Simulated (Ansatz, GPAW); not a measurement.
# Work function of a 7-layer slab of Re(0001) at several levels, part 2 of 3

Aim: the work function of both faces of a 7-layer slab of Re(0001), and its spread over functionals and bases.

GPAW 26.7.0 and Ansatz 0.2.0; Ansatz plane waves; slab in vacuum with a dipole correction, relaxation (the session's first sound run).

So far, upper work function (eV): step 2 (relaxation) 4.93.

### Step 3. Plane waves, PBE

The work function is the vacuum plateau of the electrostatic potential less the Fermi level; a dipole layer lets the two faces have plateaus of their own.

This step: GPAW, PAW setups; slab in vacuum (GPAW 26.7.0).

run.py

```python
import json
import numpy as np
from ase import Atoms
from gpaw import GPAW, PW

slab = Atoms(
    ['Re', 'Re', 'Re', 'Re', 'Re', 'Re', 'Re'],
    positions=[
        [0.00000, 0.00000, 8.00000],
        [2.76000, 1.59349, 10.22870],
        [0.00000, 0.00000, 12.45740],
        [2.76000, 1.59349, 14.72439],
        [0.00000, 0.00000, 16.94232],
        [2.76000, 1.59349, 19.25490],
        [0.00000, 0.00000, 21.37821]],
    cell=[[2.76, 0.0, 0.0], [1.38, 2.39023, 0.0], [0.0, 0.0, 29.3722]],
    pbc=[True, True, False])

slab.calc = GPAW(mode=PW(400), xc='PBE', kpts={'size': (13, 13, 1), 'gamma': True},
                 occupations={'name': 'fermi-dirac', 'width': 0.1}, nbands='160%',
                 convergence={'density': 1e-05}, maxiter=200,
                 poissonsolver={'dipolelayer': 'xy'},
                 symmetry={'tolerance': 1e-3}, txt='slab.txt')
result = {}
energy = slab.get_potential_energy()
fermi = slab.calc.get_fermi_level()
v = slab.calc.get_electrostatic_potential().mean((0, 1)) - fermi
n = slab.calc.get_pseudo_density().mean((0, 1))
L = slab.cell[2, 2]
z = np.arange(len(v)) * L / len(v)
low, high = slab.positions[:, 2].min(), slab.positions[:, 2].max()
below, above = np.interp([low - 5.8, high + 5.8], z, v)
slopes = [np.interp(x, z, np.gradient(v, z)) for x in (low - 5.8, high + 5.8)]
eps = np.array([[slab.calc.get_eigenvalues(k, s) for k in range(len(slab.calc.get_ibz_k_points()))]
                for s in range(slab.calc.get_number_of_spins())]) - fermi
top, bottom = eps[eps < 0].max(), eps[eps > 0].min()
dipole = slab.get_dipole_moment()[2]
print(f'energy {energy:.4f} eV, Fermi level {fermi:.4f} eV, dipole {dipole:.5f} e A')
print(f'potential 5.8 A off the faces, from the Fermi level: lower {below:.4f} eV, upper {above:.4f} eV')
print(f'slope of the potential there: lower {slopes[0]:.5f}, upper {slopes[1]:.5f} eV/A')
print(f'nearest levels on the mesh: {top:.4f} and {bottom:.4f} eV')
print('magnetic moment', round(slab.get_magnetic_moment(), 3))
result.update(energy=energy, fermi=fermi, dipole=dipole, below=below, above=above, slopes=slopes, edges=[top, bottom],
              z=z.tolist(), v=v.tolist(), n=n.tolist(), positions=slab.positions.tolist(),
              forces=slab.get_forces(apply_constraint=False).tolist(), moments=slab.get_magnetic_moments().tolist())
json.dump(result, open('result.json', 'w'))
```

The run is started by

```bash
> OMP_NUM_THREADS=1 OPENBLAS_NUM_THREADS=1 python run.py
```

Log:

```text
energy -79.0996 eV, Fermi level 5.3957 eV, dipole 0.00307 e A
potential 5.8 A off the faces, from the Fermi level: lower 5.0138 eV, upper 4.9293 eV
slope of the potential there: lower -0.00013, upper 0.00013 eV/A
nearest levels on the mesh: -0.0149 and 0.0008 eV
magnetic moment 0.0
```

The job ended after 6 min (1 thread of Arm Neoverse V1, shared host; peak memory 0.28 GiB).

Numbers from this step:

* dipole along the normal: 0.003071 e·Å
* levels nearest the Fermi level on the mesh: -0.01490, 7.90e-4 eV from the Fermi level
* lower work function: 5.014 eV

The electrostatic potential energy of an electron (without an applied field's), less the Fermi level, planar mean oscillates, so the rows of the table below give means over windows of 2.2 Å about each position, cut where the curve ends. Its maxima inside the range that stand out by 2 % of the span (Å: eV): 9.1: -2.19, 11.3: -2.28, 13.6: -1.90, 15.8: -2.26, 18.1: -1.56, 20.4: -3.26. Its minima: 8.0: -29.2, 10.3: -29.4, 12.5: -29.4, 14.7: -29.4, 17.0: -29.2, 19.3: -29.4, 21.4: -29.2.

The electrostatic potential energy of an electron (without an applied field's), less the Fermi level, planar mean by z; means over each step:

| z (Å) | electrostatic potential energy of an electron (without an applied field's), less the Fermi level, planar mean (eV) |
| --- | --- |
| 1.10 | 5.01 |
| 3.30 | 5.01 |
| 5.50 | 4.60 |
| 7.70 | -13.6 |
| 9.90 | -14.6 |
| 12.10 | -14.5 |
| 14.30 | -14.3 |
| 16.50 | -14.5 |
| 18.70 | -14.0 |
| 20.90 | -15.0 |
| 23.10 | 2.07 |
| 25.30 | 4.92 |
| 27.50 | 4.93 |

The pseudo valence density, planar mean oscillates, so the rows of the table below give means over windows of 2.31 Å about each position, cut where the curve ends. Its maxima inside the range that stand out by 2 % of the span (Å: e/Å³): 8.0: 1.77, 10.3: 1.75, 12.4: 1.73, 14.7: 1.76, 17.0: 1.75, 19.3: 1.75, 21.4: 1.77. Its minima: 9.0: 0.394, 11.3: 0.380, 13.6: 0.363, 15.7: 0.395, 18.0: 0.342, 20.4: 0.442.

The pseudo valence density, planar mean by z; means over each step:

z (Å), pseudo valence density, planar mean (e/Å³) and a bar:
```
     3.46       0.00 
     5.77       0.03 #
     8.08       0.84 ############################
    10.39       0.87 #############################
    12.70       0.86 #############################
    15.01       0.87 #############################
    17.32       0.85 #############################
    19.63       0.90 ##############################
    21.94       0.74 #########################
    24.25       0.01 
    26.56       0.00
```

Force by atom:

| atom | x (eV/Å) | y (eV/Å) | z (eV/Å) | size |
| --- | --- | --- | --- | --- |
| Re1 | 0.00 | 0.00 | 0.80 | 0.80 |
| Re2 | 0.00 | 0.00 | -1.08 | 1.08 |
| Re3 | 0.00 | 0.00 | 0.31 | 0.31 |
| Re4 | 0.00 | 0.00 | -0.01 | 0.01 |
| Re5 | 0.00 | 0.00 | 0.01 | 0.01 |
| Re6 | 0.00 | 0.00 | -0.02 | 0.02 |
| Re7 | 0.00 | 0.00 | 0.00 | 0.00 |

The potential is flat to 1.3e-4 eV/Å where it is read, so the vacuum is wide enough. The geometry is the other program's minimum; here the largest force on a free atom is 0.021 eV/Å.

### Step 4. OptPBE vdW: xc = "optPBE-vdW"

The same geometry under optPBE-vdW, to see how far the functional moves the levels against the vacuum (the van der Waals functionals take revPBE setups).

Edit run.py of step 3 so:

```diff
@@ -18,3 +18,3 @@
 
-slab.calc = GPAW(mode=PW(400), xc='PBE', kpts={'size': (13, 13, 1), 'gamma': True},
+slab.calc = GPAW(mode=PW(400), xc='optPBE-vdW', kpts={'size': (13, 13, 1), 'gamma': True},
                  occupations={'name': 'fermi-dirac', 'width': 0.1}, nbands='160%',
```

Log:

```text
energy -194.9534 eV, Fermi level 5.3297 eV, dipole 0.00304 e A
potential 5.8 A off the faces, from the Fermi level: lower 5.1632 eV, upper 5.0796 eV
slope of the potential there: lower -0.00026, upper 0.00027 eV/A
nearest levels on the mesh: -0.0053 and 0.0047 eV
magnetic moment 0.0
```

Elapsed: 6.5 min, on 1 thread; peak memory 0.42 GiB.

Numbers from this step:

```
dipole along the normal                    : 0.003040 e·Å
levels nearest the Fermi level on the mesh : -0.005317, 0.004693 eV from the Fermi level
upper work function                        : 5.080 eV
lower work function                        : 5.163 eV
```

The electrostatic potential energy of an electron (without an applied field's), less the Fermi level, planar mean oscillates, so the rows of the table below give means over windows of 2.2 Å about each position, cut where the curve ends. Its maxima inside the range that stand out by 2 % of the span (Å: eV): 9.1: -2.28, 11.3: -2.38, 13.6: -2.01, 15.8: -2.36, 18.1: -1.67, 20.4: -3.36. Its minima: 8.0: -29.1, 10.3: -29.2, 12.5: -29.3, 14.7: -29.2, 17.0: -29.1, 19.3: -29.2, 21.4: -29.1.

Electrostatic potential energy of an electron (without an applied field's), less the Fermi level, planar mean against z; means over each step:

| z (Å) | electrostatic potential energy of an electron (without an applied field's), less the Fermi level, planar mean (eV) |
| --- | --- |
| 1.10 | 5.16 |
| 3.30 | 5.16 |
| 5.50 | 4.70 |
| 7.70 | -13.5 |
| 9.90 | -14.6 |
| 12.10 | -14.5 |
| 14.30 | -14.3 |
| 16.50 | -14.5 |
| 18.70 | -13.9 |
| 20.90 | -14.9 |
| 23.10 | 2.13 |
| 25.30 | 5.06 |
| 27.50 | 5.08 |

The pseudo valence density, planar mean oscillates, so the rows of the table below give means over windows of 2.31 Å about each position, cut where the curve ends. Its maxima inside the range that stand out by 2 % of the span (Å: e/Å³): 8.0: 1.78, 10.3: 1.76, 12.4: 1.73, 14.7: 1.76, 17.0: 1.76, 19.3: 1.76, 21.4: 1.77. Its minima: 9.0: 0.390, 11.3: 0.375, 13.6: 0.359, 15.7: 0.390, 18.0: 0.337, 20.4: 0.438.

Table of pseudo valence density, planar mean by z; means over each step:

| z (Å) | pseudo valence density, planar mean (e/Å³) |
| --- | --- |
| 3.46 | 1.3e-4 |
| 5.77 | 0.0319 |
| 8.08 | 0.843 |
| 10.39 | 0.867 |
| 12.70 | 0.863 |
| 15.01 | 0.870 |
| 17.32 | 0.855 |
| 19.63 | 0.897 |
| 21.94 | 0.739 |
| 24.25 | 0.00642 |
| 26.56 | 3.1e-5 |

Force by atom:

| atom | x (eV/Å) | y (eV/Å) | z (eV/Å) | size |
| --- | --- | --- | --- | --- |
| Re1 | 0.00 | 0.00 | 0.40 | 0.40 |
| Re2 | 0.00 | 0.00 | -1.07 | 1.07 |
| Re3 | 0.00 | 0.00 | 0.33 | 0.33 |
| Re4 | 0.00 | 0.00 | -0.02 | 0.02 |
| Re5 | 0.00 | 0.00 | 0.02 | 0.02 |
| Re6 | 0.00 | 0.00 | -0.08 | 0.08 |
| Re7 | 0.00 | 0.00 | 0.43 | 0.43 |

The upper face's work function is 5.080 eV, against 4.929 eV in the first plane-wave PBE run at this geometry.

### Step 5. Self-consistent run: xc = "revPBE"

The same geometry under revPBE, to see how far the functional moves the levels against the vacuum.

Edit run.py of step 4 so:

```diff
@@ -18,3 +18,3 @@
 
-slab.calc = GPAW(mode=PW(400), xc='optPBE-vdW', kpts={'size': (13, 13, 1), 'gamma': True},
+slab.calc = GPAW(mode=PW(400), xc='revPBE', kpts={'size': (13, 13, 1), 'gamma': True},
                  occupations={'name': 'fermi-dirac', 'width': 0.1}, nbands='160%',
```

Log:

```text
energy -75.8639 eV, Fermi level 5.4805 eV, dipole 0.00323 e A
potential 5.8 A off the faces, from the Fermi level: lower 4.8938 eV, upper 4.8050 eV
slope of the potential there: lower -0.00019, upper 0.00021 eV/A
nearest levels on the mesh: -0.0140 and 0.0043 eV
magnetic moment 0.0
```

Wall time 7.2 min (1 thread); peak memory 0.28 GiB.

Numbers from this step:

- dipole along the normal: 0.003226 e·Å
- levels nearest the Fermi level on the mesh: -0.01398, 0.004256 eV from the Fermi level
- upper work function: 4.805 eV
- lower work function: 4.894 eV

The electrostatic potential energy of an electron (without an applied field's), less the Fermi level, planar mean oscillates, so the rows of the table below give means over windows of 2.2 Å about each position, cut where the curve ends. Its maxima inside the range that stand out by 2 % of the span (Å: eV): 9.1: -2.25, 11.3: -2.35, 13.6: -1.96, 15.8: -2.32, 18.1: -1.62, 20.4: -3.32. Its minima: 8.0: -29.2, 10.3: -29.4, 12.5: -29.4, 14.7: -29.4, 17.0: -29.3, 19.3: -29.4, 21.4: -29.2.

Table of electrostatic potential energy of an electron (without an applied field's), less the Fermi level, planar mean by z; means over each step:

z (Å), electrostatic potential energy of an electron (without an applied field's), less the Fermi level, planar mean (eV) and a bar from the least value:
```
     1.10        4.9 ##############################
     3.30        4.9 ##############################
     5.50        4.5 #############################
     7.70      -13.6 ##
     9.90      -14.6 #
    12.10      -14.6 #
    14.30      -14.3 #
    16.50      -14.5 #
    18.70      -14.0 ##
    20.90      -15.0 
    23.10        2.0 ##########################
    25.30        4.8 ##############################
    27.50        4.8 ##############################
```

The upper face's work function is 4.805 eV, against 4.929 eV in the first plane-wave PBE run at this geometry.

### Step 6. Self-consistent run: xc = "RPBE"

The same geometry under RPBE, to see how far the functional moves the levels against the vacuum.

Edit run.py of step 5 so:

```diff
@@ -18,3 +18,3 @@
 
-slab.calc = GPAW(mode=PW(400), xc='revPBE', kpts={'size': (13, 13, 1), 'gamma': True},
+slab.calc = GPAW(mode=PW(400), xc='RPBE', kpts={'size': (13, 13, 1), 'gamma': True},
                  occupations={'name': 'fermi-dirac', 'width': 0.1}, nbands='160%',
```

Log:

```text
energy -75.0889 eV, Fermi level 5.5013 eV, dipole 0.00322 e A
potential 5.8 A off the faces, from the Fermi level: lower 4.8774 eV, upper 4.7889 eV
slope of the potential there: lower -0.00019, upper 0.00018 eV/A
nearest levels on the mesh: -0.0136 and 0.0056 eV
magnetic moment 0.0
```

It took 6 min on 1 thread; peak memory 0.28 GiB.

This step gave:

```
dipole along the normal                    : 0.003217 e·Å
levels nearest the Fermi level on the mesh : -0.01357, 0.005628 eV from the Fermi level
upper work function                        : 4.789 eV
lower work function                        : 4.877 eV
```

The upper face's work function is 4.789 eV, against 4.929 eV in the first plane-wave PBE run at this geometry.

### Step 7. Self-consistent run: xc = "vdW-DF2"

The same geometry under vdW-DF2, to see how far the functional moves the levels against the vacuum (the van der Waals functionals take revPBE setups).

Edit run.py of step 6 so:

```diff
@@ -18,3 +18,3 @@
 
-slab.calc = GPAW(mode=PW(400), xc='RPBE', kpts={'size': (13, 13, 1), 'gamma': True},
+slab.calc = GPAW(mode=PW(400), xc='vdW-DF2', kpts={'size': (13, 13, 1), 'gamma': True},
                  occupations={'name': 'fermi-dirac', 'width': 0.1}, nbands='160%',
```

Log:

```text
energy -1133.7454 eV, Fermi level 5.4669 eV, dipole 0.00264 e A
potential 5.8 A off the faces, from the Fermi level: lower 5.2231 eV, upper 5.1504 eV
slope of the potential there: lower -0.00027, upper 0.00030 eV/A
nearest levels on the mesh: -0.0182 and 0.0015 eV
magnetic moment 0.0
```

The job ended after 9.5 min (1 thread; peak memory 0.42 GiB).

Numbers from this step:

```
dipole along the normal                    : 0.002641 e·Å
levels nearest the Fermi level on the mesh : -0.01819, 0.001543 eV from the Fermi level
upper work function                        : 5.150 eV
lower work function                        : 5.223 eV
```

The upper face's work function is 5.150 eV, against 4.929 eV in the first plane-wave PBE run at this geometry.

### Step 8. Self-consistent run: xc = "LDA"

The same geometry under LDA, to see how far the functional moves the levels against the vacuum.

Edit run.py of step 7 so:

```diff
@@ -18,3 +18,3 @@
 
-slab.calc = GPAW(mode=PW(400), xc='vdW-DF2', kpts={'size': (13, 13, 1), 'gamma': True},
+slab.calc = GPAW(mode=PW(400), xc='LDA', kpts={'size': (13, 13, 1), 'gamma': True},
                  occupations={'name': 'fermi-dirac', 'width': 0.1}, nbands='160%',
```

Log:

```text
energy -88.2917 eV, Fermi level 5.0673 eV, dipole 0.00309 e A
potential 5.8 A off the faces, from the Fermi level: lower 5.3104 eV, upper 5.2253 eV
slope of the potential there: lower -0.00016, upper 0.00017 eV/A
nearest levels on the mesh: -0.0114 and 0.0074 eV
magnetic moment 0.0
```

Run time: 7.6 min. Hardware: 1 thread; peak memory 0.28 GiB.

This step gave:

- dipole along the normal: 0.003093 e·Å
- levels nearest the Fermi level on the mesh: -0.01139, 0.007389 eV from the Fermi level
- upper work function: 5.225 eV
- lower work function: 5.310 eV

The electrostatic potential energy of an electron (without an applied field's), less the Fermi level, planar mean oscillates, so the rows of the table below give means over windows of 2.2 Å about each position, cut where the curve ends. Its maxima inside the range that stand out by 2 % of the span (Å: eV): 9.1: -1.83, 11.3: -1.93, 13.6: -1.56, 15.8: -1.91, 18.1: -1.22, 20.4: -2.89. Its minima: 8.0: -28.9, 10.3: -29.0, 12.5: -29.0, 14.7: -29.0, 17.0: -28.9, 19.3: -29.0, 21.4: -28.8.

Electrostatic potential energy of an electron (without an applied field's), less the Fermi level, planar mean against z; means over each step:

| z (Å) | electrostatic potential energy of an electron (without an applied field's), less the Fermi level, planar mean (eV) |
| --- | --- |
| 1.10 | 5.31 |
| 3.30 | 5.31 |
| 5.50 | 4.90 |
| 7.70 | -13.2 |
| 9.90 | -14.2 |
| 12.10 | -14.1 |
| 14.30 | -13.9 |
| 16.50 | -14.1 |
| 18.70 | -13.6 |
| 20.90 | -14.6 |
| 23.10 | 2.37 |
| 25.30 | 5.21 |
| 27.50 | 5.23 |

The upper face's work function is 5.225 eV, against 4.929 eV in the first plane-wave PBE run at this geometry.

### Step 9. Real-space grid: mode = "fd"

A real-space grid is a second complete basis, so it checks the plane-wave result.

Edit run.py of step 8 so:

```diff
@@ -3,3 +3,3 @@
 from ase import Atoms
-from gpaw import GPAW, PW
+from gpaw import GPAW
 
@@ -18,3 +18,3 @@
 
-slab.calc = GPAW(mode=PW(400), xc='LDA', kpts={'size': (13, 13, 1), 'gamma': True},
+slab.calc = GPAW(mode='fd', h=0.18, xc='PBE', kpts={'size': (13, 13, 1), 'gamma': True},
                  occupations={'name': 'fermi-dirac', 'width': 0.1}, nbands='160%',
```

Log:

```text
energy -79.4952 eV, Fermi level -4.9731 eV, dipole 0.00308 e A
potential 5.8 A off the faces, from the Fermi level: lower 5.0153 eV, upper 4.9309 eV
slope of the potential there: lower -0.00008, upper 0.00009 eV/A
nearest levels on the mesh: -0.0148 and 0.0009 eV
magnetic moment 0.0
```

Run time: 23 min. Hardware: 1 thread; peak memory 1 GiB.

Numbers from this step:

- dipole along the normal: 0.003082 e·Å
- levels nearest the Fermi level on the mesh: -0.01479, 9.04e-4 eV from the Fermi level
- upper work function: 4.931 eV
- lower work function: 5.015 eV

The electrostatic potential energy of an electron (without an applied field's), less the Fermi level, planar mean oscillates, so the rows of the table below give means over windows of 2.24 Å about each position, cut where the curve ends. Its maxima inside the range that stand out by 2 % of the span (Å: eV): 9.1: -2.19, 11.4: -2.31, 13.6: -1.84, 15.9: -2.27, 18.1: -1.49, 20.3: -3.22. Its minima: 8.0: -29.2, 10.2: -29.5, 12.4: -29.4, 14.7: -29.4, 16.9: -29.4, 19.3: -29.5, 21.3: -29.0.

Electrostatic potential energy of an electron (without an applied field's), less the Fermi level, planar mean against z; means over each step:

z (Å), electrostatic potential energy of an electron (without an applied field's), less the Fermi level, planar mean (eV) and a bar from the least value:
```
     1.12        5.0 ##############################
     3.36        5.0 ##############################
     5.60        4.5 #############################
     7.84      -13.8 #
    10.08      -14.4 
    12.32      -14.3 
    14.56      -14.3 
    16.80      -14.3 
    19.04      -14.2 
    21.28      -14.2 
    23.52        3.9 ############################
    25.76        4.9 ##############################
    28.00        4.9 ##############################
```

The upper face's work function is 4.931 eV, against 4.929 eV in the first plane-wave PBE run at this geometry.

### Step 10. Atomic orbitals: mode = "lcao"

Atom-centred orbitals end a few angstrom from the surface, which tests how much the density's tail matters.

Edit run.py of step 9 so:

```diff
@@ -18,4 +18,4 @@
 
-slab.calc = GPAW(mode='fd', h=0.18, xc='PBE', kpts={'size': (13, 13, 1), 'gamma': True},
-                 occupations={'name': 'fermi-dirac', 'width': 0.1}, nbands='160%',
+slab.calc = GPAW(mode='lcao', basis='dzp', h=0.18, xc='PBE', kpts={'size': (13, 13, 1), 'gamma': True},
+                 occupations={'name': 'fermi-dirac', 'width': 0.1}, nbands='120%',
                  convergence={'density': 1e-05}, maxiter=200,
```

Log:

```text
energy -77.1489 eV, Fermi level -4.9943 eV, dipole 0.00334 e A
potential 5.8 A off the faces, from the Fermi level: lower 5.0400 eV, upper 4.9485 eV
slope of the potential there: lower -0.00000, upper 0.00000 eV/A
nearest levels on the mesh: -0.0131 and 0.0012 eV
magnetic moment 0.0
```

Wall time 36 min (1 thread); peak memory 0.47 GiB.

Numbers from this step:

| Item | Value |
| --- | --- |
| dipole along the normal | 0.003337 e·Å |
| levels nearest the Fermi level on the mesh | -0.01312, 0.001230 eV from the Fermi level |
| upper work function | 4.949 eV |
| lower work function | 5.040 eV |

The upper face's work function is 4.949 eV, against 4.929 eV in the first plane-wave PBE run at this geometry.

### Step 11. All levels side by side

Times are for 1 thread of Arm Neoverse V1, shared host. The series side by side:

| no. | run | upper work function (eV) | lower work function (eV) | time | memory (GiB) |
| --- | --- | --- | --- | --- | --- |
| 1 | pw | 4.929 | 5.014 | 6 min | 0.28 |
| 2 | optPBE vdW | 5.080 | 5.163 | 6.5 min | 0.42 |
| 3 | revPBE | 4.805 | 4.894 | 7.2 min | 0.28 |
| 4 | RPBE | 4.789 | 4.877 | 6 min | 0.28 |
| 5 | vdW DF2 | 5.150 | 5.223 | 9.5 min | 0.42 |
| 6 | LDA | 5.225 | 5.310 | 7.6 min | 0.28 |
| 7 | fd | 4.931 | 5.015 | 23 min | 1.0 |
| 8 | lcao | 4.949 | 5.040 | 36 min | 0.47 |

(Continued in part 3 of 3.)

[Logs are printed without paths, hosts, clocks, repeated set-up lines and the standing remarks that a program may print on its own settings, such as how far it seeks lower states.]

[Hosts, paths, dates, database ids (printed as entryN), source tags and the programs' standing remarks are cut or masked in the printed files.]
